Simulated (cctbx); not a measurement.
# Lattice, Laue class and space group of a new crystal

Cell: a = 4.4760 Å, b = 9.7580 Å, c = 13.0580 Å, α = 90.00°, β = 90.00°, γ = 90.00°. Expected content of the cell: Sm6 Ag6 Ga16.

The data are simulated with cctbx, not measured: Cu Kα, λ = 1.54184 Å, to d = 0.83 Å, 70 % of the full sphere, strongest reflection 40000 counts, noise from counting, a 6 % proportional error and a noise floor of 2 counts (s.d.); no absorption.

Tests on the unmerged data give:

```text
2927 reflections to d = 0.830 A
centring   violations  <I/sigma> of those
    A        665 of  1467      5.6
    B        682 of  1446      5.8
    C        705 of  1457      5.9
    I          0 of  1468      0.0
    R        937 of  1974      5.9
    F       1026 of  2185      5.7
Laue class    unique    Rint  (classes that these axes allow; Friedel mates merged)
I 1 2/m 1         544   0.039
I 1 1 2/m         541   0.039
I 2/m 1 1         575   0.037
I m m m           328   0.041
space group    extra absences  I>4sigma  <I/sigma>
I 2 2 2                 0          0         -  acentric
I 21 21 21              0          0         -  acentric
I m m 2                 0          0         -  acentric
I 2 m m                 0          0         -  acentric
I m 2 m                 0          0         -  acentric
I m m m                 0          0         -  centric
Wilson B = 1.35 A^2   <|E^2-1|> = 0.868 (0.968 centric, 0.736 acentric)   E^2>4: 2.7 %
shell (A)         n   <I/sigma>
 7.82 - 1.66     49     23.0
 1.66 - 1.32     44     23.6
 1.32 - 1.15     38     24.9
 1.15 - 1.05     43     21.5
 1.05 - 0.97     39     22.3
 0.97 - 0.92     35     21.7
 0.92 - 0.87     36     20.4
 0.87 - 0.83     44     21.0
```

Q: Read the symmetry from these tables.

The reflections that I centring forbids are absent (⟨I/σ⟩ near 0), so the lattice is I.

Rint stays low (0.037 to 0.041) up to I m m m, the highest class in these axes.

6 settings pass the absence test. No glide or screw absences show, which leaves I 2 2 2, I 21 21 21, I m m 2, I 2 m m, I m 2 m and I m m m.

⟨|E²−1|⟩ = 0.868 lies between the two ideal values. The Wilson B of 1.35 Å² means U ≈ 0.0171 Å².

The true group is Immm (no. 71), Laue class mmm, centrosymmetric. The tables only narrow the choice to the tied entries; cell content, site symmetry and trial solutions must settle it.

The model is made up (kin elements in a known structure type, no relaxation), so it says nothing on whether the phase exists.

[Logs are printed without paths, hosts, clocks, repeated set-up lines and the standing remarks that a program may print on its own settings, such as how far it seeks lower states.]
